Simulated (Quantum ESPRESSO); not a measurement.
**Fixed-spin-moment curve of MnZn**

How stiff is the total moment of MnZn, and does E(M) have further minima?

Program: Quantum ESPRESSO 7.5. Level of theory: LDA; plane waves with GBRV 1.5 LDA potentials, no spin-orbit coupling. Results are calculated unless marked as measured.

## (1) Set-up

It takes space group Pm-3m (No. 221, cubic). Conventional cell: a = 3.070 Å, b = 3.070 Å, c = 3.070 Å, α = 90.00°, β = 90.00°, γ = 90.00°. Mn has 8 Zn at 2.66 Å nearest. Nearest to Zn lie 8 Mn at 2.66 Å. Farther neighbours are not listed.

The cell comes from the Crystallography Open Database.

## (2) No moment imposed

ASE passes magmoms on as starting_magnetization. pw.x reads values of 1 or more as Bohr magnetons; where all are smaller, it reads them as fractions of the valence charge.

Contents of pw.py:

```python
from ase import Atoms
from ase.calculators.espresso import Espresso, EspressoProfile

atoms = Atoms(['Mn', 'Zn'],
    cell=[[3.07, 0.0, 0.0],
         [0.0, 3.07, 0.0],
         [0.0, 0.0, 3.07]],
    scaled_positions=[[0.0, 0.0, 0.0],
         [0.5, 0.5, 0.5]],
    pbc=True,
    magmoms=[3.5, 0.0])
input_data = {
    'control': {'calculation': 'scf', 'prefix': 'pwscf', 'outdir': './tmp', 'disk_io': 'nowf'},
    'system': {'ecutwfc': 40.0, 'ecutrho': 280.0, 'nbnd': 26, 'occupations': 'smearing', 'smearing': 'mv', 'degauss': 0.00999582, 'nspin': 2},
    'electrons': {'conv_thr': 4e-09, 'electron_maxstep': 150, 'mixing_beta': 0.3},
}
atoms.calc = Espresso(
    profile=EspressoProfile(command='mpirun -n 2 pw.x -nk 2', pseudo_dir='pseudo'),
    pseudopotentials={'Mn': 'mn_lda_v1.5.uspp.F.UPF', 'Zn': 'zn_lda_v1.uspp.F.UPF'},
    input_data=input_data,
    kpts=(10, 10, 10),
    koffset=(0, 0, 0))
atoms.get_potential_energy()
energy = atoms.calc.results['free_energy']
print(f'free energy: {energy:.6f} eV')
print('site moments (muB):', atoms.get_magnetic_moments().round(3))
```

Run with:

```
$ OMP_NUM_THREADS=1 python3 pw.py > pw.log
```

Log:

```text
free energy: -9148.282527 eV
site moments (muB): [ 3.043 -0.056]

--- espresso.pwo ---
Program PWSCF v.7.5 starts

Warning: card &CELL ignored
Warning: card &FCP ignored
Warning: card &RISM ignored

     Message from routine setup:
     using ibrav=0 with symmetry is DISCOURAGED, use correct ibrav instead

     K-points division:     npool     =       2
     Subspace diagonalization in iterative solution of the eigenvalue problem:

     G-vector sticks info
     --------------------
     sticks:   dense  smooth     PW     G-vecs:    dense   smooth      PW
     Sum         749     429    137                15515     6667    1237

     Using Slab Decomposition

     bravais-lattice index     =            0
     lattice parameter (alat)  =       5.8015  a.u.
     unit-cell volume          =     195.2593 (a.u.)^3
     number of atoms/cell      =            2
     number of atomic types    =            2
     number of electrons       =        35.00
     number of Kohn-Sham states=           26
     kinetic-energy cutoff     =      40.0000  Ry
     charge density cutoff     =     280.0000  Ry
     scf convergence threshold =      4.0E-09
     mixing beta               =       0.3000
     number of iterations used =            8  plain     mixing
     Exchange-correlation= SLA  PZ   NOGX NOGC
                           (   1   1   0   0   0   0   0)

     celldm(1)=   5.801459  celldm(2)=   0.000000  celldm(3)=   0.000000
     celldm(4)=   0.000000  celldm(5)=   0.000000  celldm(6)=   0.000000

     crystal axes: (cart. coord. in units of alat)
               a(1) = (   1.000000   0.000000   0.000000 )
               a(2) = (   0.000000   1.000000   0.000000 )
               a(3) = (   0.000000   0.000000   1.000000 )

     reciprocal axes: (cart. coord. in units 2 pi/alat)
               b(1) = (  1.000000  0.000000  0.000000 )
               b(2) = (  0.000000  1.000000  0.000000 )
               b(3) = (  0.000000  0.000000  1.000000 )

     PseudoPot. # 1 for Mn read from file:
     mn_lda_v1.5.uspp.F.UPF
     Pseudo is Ultrasoft + core correction, Zval = 15.0
     Generated by new atomic code, or converted to UPF format
     Using radial grid of  859 points,  6 beta functions with:
                l(1) =   0
                l(2) =   0
                l(3) =   1
                l(4) =   1
                l(5) =   2
                l(6) =   2
     Q(r) pseudized with  8 coefficients,  rinner =    0.950   0.950   0.950
                                                       0.950   0.950

     PseudoPot. # 2 for Zn read from file:
     zn_lda_v1.uspp.F.UPF
     Pseudo is Ultrasoft, Zval = 20.0
     Generated by new atomic code, or converted to UPF format
     Using radial grid of  943 points,  6 beta functions with:
                l(1) =   0
                l(2) =   0
                l(3) =   1
                l(4) =   1
                l(5) =   2
                l(6) =   2
     Q(r) pseudized with  8 coefficients,  rinner =    1.100   1.100   1.100
                                                       1.100   1.100

     atomic species   valence    mass     pseudopotential
     Mn               15.00    54.93804     Mn( 1.00)
     Zn               20.00    65.38000     Zn( 1.00)

     Starting magnetic structure
     atomic species   magnetization
     Mn              0.233
     Zn              0.000

     48 Sym. Ops., with inversion, found

   Cartesian axes

     site n.     atom                  positions (alat units)
         1        Mn     tau(   1) = (   0.0000000   0.0000000   0.0000000  )
         2        Zn     tau(   2) = (   0.5000000   0.5000000   0.5000000  )

     number of k points=    56  Marzari-Vanderbilt smearing, width (Ry)=  0.0100
                       cart. coord. in units 2pi/alat
        k(    1) = (   0.0000000   0.0000000   0.0000000), wk =   0.0010000
        k(    2) = (   0.0000000   0.0000000   0.1000000), wk =   0.0060000
        k(    3) = (   0.0000000   0.0000000   0.2000000), wk =   0.0060000
        k(    4) = (   0.0000000   0.0000000   0.3000000), wk =   0.0060000
        k(    5) = (   0.0000000   0.0000000   0.4000000), wk =   0.0060000
        [... 51 further k-points ...]

     Dense  grid:    15515 G-vectors     FFT dimensions: (  32,  32,  32)

     Smooth grid:     6667 G-vectors     FFT dimensions: (  24,  24,  24)

     Check: negative core charge=   -0.000047
     Generating pointlists ...
     new r_m :   0.3572 (alat units)  2.0725 (a.u.) for type    1
     new r_m :   0.3572 (alat units)  2.0725 (a.u.) for type    2

     Initial potential from superposition of free atoms

     starting charge      34.4998, renormalised to      35.0000
     Starting wfcs are   26 randomized atomic wfcs

     Self-consistent Calculation

     iteration #  1     ecut=    40.00 Ry     beta= 0.30
     Davidson diagonalization with overlap
     ethr =  1.00E-02,  avg # of iterations =  3.5

     total energy              =    -671.59385301 Ry
     estimated scf accuracy    <       2.45779240 Ry

     total magnetization       =     3.08 Bohr mag/cell
     absolute magnetization    =     3.22 Bohr mag/cell

     iteration #  2     ecut=    40.00 Ry     beta= 0.30
     Davidson diagonalization with overlap
     ethr =  7.02E-03,  avg # of iterations =  2.0

     total energy              =    -672.27644940 Ry
     estimated scf accuracy    <       0.82494897 Ry

     total magnetization       =     2.96 Bohr mag/cell
     absolute magnetization    =     3.11 Bohr mag/cell

     iteration #  3     ecut=    40.00 Ry     beta= 0.30
     Davidson diagonalization with overlap
     ethr =  2.36E-03,  avg # of iterations =  1.2

     total energy              =    -672.37743777 Ry
     estimated scf accuracy    <       0.06506651 Ry

     total magnetization       =     3.09 Bohr mag/cell
     absolute magnetization    =     3.30 Bohr mag/cell

     [... further iterations left out ...]

     iteration # 11     ecut=    40.00 Ry     beta= 0.30
     Davidson diagonalization with overlap
     ethr =  1.42E-10,  avg # of iterations =  2.0

     total energy              =    -672.38642269 Ry
     estimated scf accuracy    <       0.00000005 Ry

     total magnetization       =     3.05 Bohr mag/cell
     absolute magnetization    =     3.31 Bohr mag/cell

     iteration # 12     ecut=    40.00 Ry     beta= 0.30
     Davidson diagonalization with overlap
     ethr =  1.42E-10,  avg # of iterations =  2.1

     total energy              =    -672.38642271 Ry
     estimated scf accuracy    <       0.00000001 Ry

     total magnetization       =     3.05 Bohr mag/cell
     absolute magnetization    =     3.30 Bohr mag/cell

     iteration # 13     ecut=    40.00 Ry     beta= 0.30
     Davidson diagonalization with overlap
     ethr =  3.32E-11,  avg # of iterations =  2.0

     total energy              =    -672.38642272 Ry
     estimated scf accuracy    <          8.9E-09 Ry

     total magnetization       =     3.05 Bohr mag/cell
     absolute magnetization    =     3.30 Bohr mag/cell

     iteration # 14     ecut=    40.00 Ry     beta= 0.30
     Davidson diagonalization with overlap
     ethr =  2.54E-11,  avg # of iterations =  2.0

     Magnetic moment per site  (integrated on atomic sphere of radius R)
     atom   1 (R=0.357)  charge= 13.4847  magn=  3.0429
     atom   2 (R=0.357)  charge= 18.7846  magn= -0.0562

     End of self-consistent calculation

     Number of k-points >= 100: set verbosity='high' to print the bands.

     the Fermi energy is    13.8326 ev

!    total energy              =    -672.38642272 Ry
     estimated scf accuracy    <          1.0E-11 Ry
     smearing contrib. (-TS)   =       0.00044906 Ry
     internal energy E=F+TS    =    -672.38687178 Ry

     The total energy is F=E-TS. E is the sum of the following terms:
     one-electron contribution =    -460.36194040 Ry
     hartree contribution      =     244.32812209 Ry
     xc contribution           =     -67.74866482 Ry
     ewald contribution        =    -388.60438865 Ry

     total magnetization       =     3.05 Bohr mag/cell
     absolute magnetization    =     3.30 Bohr mag/cell

     convergence has been achieved in  14 iterations

=------------------------------------------------------------------------------=
   JOB DONE.
=------------------------------------------------------------------------------=
```

Run time: 20 s. Hardware: 2 MPI ranks of Arm Neoverse V2, shared host; peak memory 0.28 GiB; 39 s of CPU time.

Spin moment in the atom's sphere by atom:

```tsv
atom	spin moment in the atom's sphere (μB)
Mn1	3.04
Zn2	-0.06
```

This step gave:

* smearing term TS: -0.006110 eV
* magnetization: 3.048 μB
* absolute magnetization: 3.304 μB
* final state: ferromagnetic

## (3) Moment fixed at 0 μB

The two spin channels are filled to separate Fermi energies, so that the total moment meets the target. Half of the up one less the down one is the slope dE/dM.

Changes to pw.py since step 2:

```diff
@@ -10,6 +10,6 @@
     pbc=True,
-    magmoms=[3.5, 0.0])
+    magmoms=[0.175, 0.0])
 input_data = {
     'control': {'calculation': 'scf', 'prefix': 'pwscf', 'outdir': './tmp', 'disk_io': 'nowf'},
-    'system': {'ecutwfc': 40.0, 'ecutrho': 280.0, 'nbnd': 26, 'occupations': 'smearing', 'smearing': 'mv', 'degauss': 0.00999582, 'nspin': 2},
+    'system': {'ecutwfc': 40.0, 'ecutrho': 280.0, 'nbnd': 27, 'occupations': 'smearing', 'smearing': 'mv', 'degauss': 0.00999582, 'nspin': 2, 'tot_magnetization': 0.0},
     'electrons': {'conv_thr': 4e-09, 'electron_maxstep': 150, 'mixing_beta': 0.3},
```

Contents of espresso.pwi:

```
&CONTROL
   calculation      = 'scf'
   outdir           = './tmp'
   prefix           = 'pwscf'
   disk_io          = 'nowf'
   pseudo_dir       = 'pseudo'
/
&SYSTEM
   nbnd             = 27
   tot_magnetization = 0.0
   ecutwfc          = 40.0
   ecutrho          = 280.0
   occupations      = 'smearing'
   degauss          = 0.00999582
   smearing         = 'mv'
   nspin            = 2
   starting_magnetization(1) = 0.175
   starting_magnetization(2) = 0.0
   ntyp             = 2
   nat              = 2
   ibrav            = 0
/
&ELECTRONS
   electron_maxstep = 150
   conv_thr         = 4e-09
   mixing_beta      = 0.3
/
&IONS
/
&CELL
/
&FCP
/
&RISM
/
ATOMIC_SPECIES
Mn  54.938044 mn_lda_v1.5.uspp.F.UPF
Zn  65.38 zn_lda_v1.uspp.F.UPF

K_POINTS automatic
10 10 10  0 0 0

CELL_PARAMETERS angstrom
3.07000000000000 0.00000000000000 0.00000000000000
0.00000000000000 3.07000000000000 0.00000000000000
0.00000000000000 0.00000000000000 3.07000000000000

ATOMIC_POSITIONS angstrom
Mn  0.0000000000 0.0000000000 0.0000000000  
Zn  1.5350000000 1.5350000000 1.5350000000
```

Run with:

```
$ OMP_NUM_THREADS=1 python3 pw.py > pw.log
```

Log:

```text
     [... lines left out ...]
free energy: -9147.472841 eV
site moments (muB): [-0.  0.]
--- espresso.pwo ---
Program PWSCF v.7.5 starts
     [... lines left out ...]
     number of atoms/cell      =            2
     [... lines left out ...]
     number of electrons       =        35.00 (up:  17.50, down:  17.50)
     number of Kohn-Sham states=           27
     kinetic-energy cutoff     =      40.0000  Ry
     charge density cutoff     =     280.0000  Ry
     scf convergence threshold =      4.0E-09
     [... lines left out ...]
     48 Sym. Ops., with inversion, found
     [... lines left out ...]
     number of k points=    56  Marzari-Vanderbilt smearing, width (Ry)=  0.0100
     [... lines left out ...]
     iteration # 13     ecut=    40.00 Ry     beta= 0.30
     [... lines left out ...]
     Magnetic moment per site  (integrated on atomic sphere of radius R)
     atom   1 (R=0.357)  charge= 13.4926  magn= -0.0000
     atom   2 (R=0.357)  charge= 18.7655  magn=  0.0000
     [... lines left out ...]
     the spin up/dw Fermi energies are    13.4319   13.4318 ev
!    total energy              =    -672.32691186 Ry
     estimated scf accuracy    <          7.2E-10 Ry
     smearing contrib. (-TS)   =      -0.00050845 Ry
     [... lines left out ...]
     total magnetization       =     0.00 Bohr mag/cell
     absolute magnetization    =     0.00 Bohr mag/cell
     convergence has been achieved in  13 iterations
```

Elapsed: 19 s, on 2 MPI ranks; peak memory 0.28 GiB; 37 s of CPU time.

Numbers from this step:

| Item | Value |
| --- | --- |
| magnetization | 0 μB |
| absolute magnetization | 0 μB |
| half the difference of the two Fermi energies | 0 meV |
| largest moment | 0 μB |

## (4) Moment fixed at 0.686 μB

Changes to pw.py since step 3:

```diff
@@ -10,6 +10,6 @@
     pbc=True,
-    magmoms=[0.175, 0.0])
+    magmoms=[0.686, 0.0])
 input_data = {
     'control': {'calculation': 'scf', 'prefix': 'pwscf', 'outdir': './tmp', 'disk_io': 'nowf'},
-    'system': {'ecutwfc': 40.0, 'ecutrho': 280.0, 'nbnd': 27, 'occupations': 'smearing', 'smearing': 'mv', 'degauss': 0.00999582, 'nspin': 2, 'tot_magnetization': 0.0},
+    'system': {'ecutwfc': 40.0, 'ecutrho': 280.0, 'nbnd': 27, 'occupations': 'smearing', 'smearing': 'mv', 'degauss': 0.00999582, 'nspin': 2, 'tot_magnetization': 0.686},
     'electrons': {'conv_thr': 4e-09, 'electron_maxstep': 150, 'mixing_beta': 0.3},
```

Run with:

```
$ OMP_NUM_THREADS=1 python3 pw.py > pw.log
```

Log:

```text
     [... lines left out ...]
free energy: -9147.538004 eV
site moments (muB): [ 0.73  -0.025]
--- espresso.pwo ---
Program PWSCF v.7.5 starts
     [... lines left out ...]
     number of atoms/cell      =            2
     [... lines left out ...]
     number of electrons       =        35.00 (up:  17.84, down:  17.16)
     number of Kohn-Sham states=           27
     kinetic-energy cutoff     =      40.0000  Ry
     charge density cutoff     =     280.0000  Ry
     scf convergence threshold =      4.0E-09
     [... lines left out ...]
     48 Sym. Ops., with inversion, found
     [... lines left out ...]
     number of k points=    56  Marzari-Vanderbilt smearing, width (Ry)=  0.0100
     [... lines left out ...]
     iteration # 15     ecut=    40.00 Ry     beta= 0.30
     [... lines left out ...]
     Magnetic moment per site  (integrated on atomic sphere of radius R)
     atom   1 (R=0.357)  charge= 13.4927  magn=  0.7304
     atom   2 (R=0.357)  charge= 18.7662  magn= -0.0251
     [... lines left out ...]
     the spin up/dw Fermi energies are    13.2461   13.6282 ev
!    total energy              =    -672.33170128 Ry
     estimated scf accuracy    <          8.4E-10 Ry
     smearing contrib. (-TS)   =      -0.00064894 Ry
     [... lines left out ...]
     total magnetization       =     0.69 Bohr mag/cell
     absolute magnetization    =     0.81 Bohr mag/cell
     convergence has been achieved in  15 iterations
```

Run time: 22 s. Hardware: 2 MPI ranks; peak memory 0.28 GiB.

Spin moment in the atom's sphere by atom:

```tsv
atom	spin moment in the atom's sphere (μB)
Mn1	0.730
Zn2	-0.025
```

Read from the output:

```
magnetization                                 : 0.686 μB
absolute magnetization                        : 0.81 μB
half the difference of the two Fermi energies : -191 meV
```

## (5) Moment fixed at 1.372 μB

Changes to pw.py since step 4:

```diff
@@ -10,6 +10,6 @@
     pbc=True,
-    magmoms=[0.686, 0.0])
+    magmoms=[1.372, 0.0])
 input_data = {
     'control': {'calculation': 'scf', 'prefix': 'pwscf', 'outdir': './tmp', 'disk_io': 'nowf'},
-    'system': {'ecutwfc': 40.0, 'ecutrho': 280.0, 'nbnd': 27, 'occupations': 'smearing', 'smearing': 'mv', 'degauss': 0.00999582, 'nspin': 2, 'tot_magnetization': 0.686},
+    'system': {'ecutwfc': 40.0, 'ecutrho': 280.0, 'nbnd': 27, 'occupations': 'smearing', 'smearing': 'mv', 'degauss': 0.00999582, 'nspin': 2, 'tot_magnetization': 1.372},
     'electrons': {'conv_thr': 4e-09, 'electron_maxstep': 150, 'mixing_beta': 0.3},
```

Run with:

```
$ OMP_NUM_THREADS=1 python3 pw.py > pw.log
```

Log:

```text
     [... lines left out ...]
free energy: -9147.729564 eV
site moments (muB): [ 1.454 -0.048]
--- espresso.pwo ---
Program PWSCF v.7.5 starts
     [... lines left out ...]
     number of atoms/cell      =            2
     [... lines left out ...]
     number of electrons       =        35.00 (up:  18.19, down:  16.81)
     number of Kohn-Sham states=           27
     kinetic-energy cutoff     =      40.0000  Ry
     charge density cutoff     =     280.0000  Ry
     scf convergence threshold =      4.0E-09
     [... lines left out ...]
     48 Sym. Ops., with inversion, found
     [... lines left out ...]
     number of k points=    56  Marzari-Vanderbilt smearing, width (Ry)=  0.0100
     [... lines left out ...]
     iteration # 12     ecut=    40.00 Ry     beta= 0.30
     [... lines left out ...]
     Magnetic moment per site  (integrated on atomic sphere of radius R)
     atom   1 (R=0.357)  charge= 13.4931  magn=  1.4539
     atom   2 (R=0.357)  charge= 18.7678  magn= -0.0481
     [... lines left out ...]
     the spin up/dw Fermi energies are    13.0802   13.7898 ev
!    total energy              =    -672.34578065 Ry
     estimated scf accuracy    <          8.2E-10 Ry
     smearing contrib. (-TS)   =       0.00014033 Ry
     [... lines left out ...]
     total magnetization       =     1.37 Bohr mag/cell
     absolute magnetization    =     1.61 Bohr mag/cell
     convergence has been achieved in  12 iterations
```

The job ended after 17 s (2 MPI ranks; peak memory 0.28 GiB).

Numbers from this step:

| Property | Result |
| --- | --- |
| magnetization | 1.372 μB |
| absolute magnetization | 1.606 μB |
| half the difference of the two Fermi energies | -354.8 meV |
| largest moment | 1.454 μB |

(Continued in part 2 of 2.)

[Logs and program files are shortened in this print: banners, set-up blocks, solver, clock and traceback lines can be left out without a mark of their own.]

[Logs are printed without paths, hosts, clocks, repeated set-up lines and the standing remarks that a program may print on its own settings, such as how far it seeks lower states.]

[Hosts, paths, dates, database ids (printed as entryN), source tags and the programs' standing remarks are cut or masked in the printed files.]

[Where a cell is said to come from a database of computed structures, the database is the Materials Project.]
